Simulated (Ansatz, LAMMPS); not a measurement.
# Static equation of state of glassy 72B2O3-28MgO (mol %) (104 atoms)

Density of this cell: 2.15 g/cm³. The cell holds 104 atoms: 36 B, 7 Mg and 61 O. Its edges and angles: a = 10.793 Å, b = 10.728 Å, c = 10.257 Å, α = 89.8°, β = 88.0°, γ = 86.8°. The starting structure: 104 atoms (36 B, 7 Mg, 61 O) placed at random at 2.08 g/cm³, melted at 3000 K for 20 ps at fixed volume with the Buckingham and Coulomb pair potential of Guillot and Sator (Geochim. Cosmochim. Acta 71, 1249 (2007)) with the boron terms of Wang et al. (J. Non-Cryst. Solids 498, 294 (2018)). Quenched from 3000 K to 300 K at 20 K/ps and fixed volume, held 10 ps at zero pressure.

Calculated with Ansatz 0.2.0: Kohn-Sham DFT, RPBE, PAW (set soft_2), plane waves; cutoff 420 eV, Γ point, fixed occupations. Cell and atoms were relaxed first, to V0 = 11.394 Å³ an atom at a residual P0 = -0.004 GPa. The cell was then scaled evenly, and the atoms were relaxed at each volume.

```
volume (Å³/atom)  pressure (GPa)
          10.255           6.420
          10.711               ?
          11.052           1.747
          11.736          -1.519
          12.078          -1.858
```

**Question.** Fit the third-order Birch–Murnaghan equation to the rows given and interpolate to the withheld row.

**Working.**

Take the Eulerian strain f = ½[(V0/V)^(2/3) − 1] and the normalised pressure F = (P − P0) / [3f(1 + 2f)^(5/2)]. The third-order Birch–Murnaghan equation is then the line F = B0 + (3/2)B0(B′ − 4) f, so u = f and v = F.

```
      u = f  v = F (GPa)
  0.0363828      49.3731
  0.0102568      54.0817
-0.00975632      54.3803
 -0.0190508      35.7552
```

With n = 4: mean u = 0.00445812, mean v = 48.3976, Σ(u − ū)² = 0.0018075, Σ(u − ū)(v − v̄) = 0.27627. Slope b = 0.27627 / 0.0018075 = 152.85; intercept a = v̄ − b ū = 47.716.

So B0 = a = 47.7 GPa and B′ = 4 + 2b/(3a) = 6.14. At the withheld volume f = 0.02106, F = a + b f = 50.93 GPa, and P = P0 + 3f(1 + 2f)^(5/2) F.

Prediction at 10.711: 3.563 GPa. The run gave 3.642 GPa, so the fit is low by 0.079 GPa (2.2 % of the value).

The series isn't one smooth equation of state: even a line fitted to all rows, the withheld one included, misses F by up to 25.4 %, the count of bonds changes along the series and an atom moves over 0.5 Å in some relaxation. B0 and B′ are then only the numbers of this fit, not moduli of the material. Among the rows given, the largest miss of the fit is at 10.255, by 0.51 GPa (6.1 % of the range of the table).

Limits: Static cells at zero temperature; the cell shape is held. The program notes that the SCF threshold of these relaxations is loose for the stress. The quench rate of 20 K/ps is many orders above laboratory rates, so the cell is likely richer in defects and strain than a real sample. The network of bonds at the start is that of the classical potential that made the cell, and needn't be the one that DFT or experiment would give. Only the Γ point is sampled, in a cell whose shortest periodic width is 10 Å.

[Logs are printed without paths, hosts, clocks, repeated set-up lines and the standing remarks that a program may print on its own settings, such as how far it seeks lower states.]

[Hosts, paths, dates, database ids (printed as entryN), source tags and the programs' standing remarks are cut or masked in the printed files.]
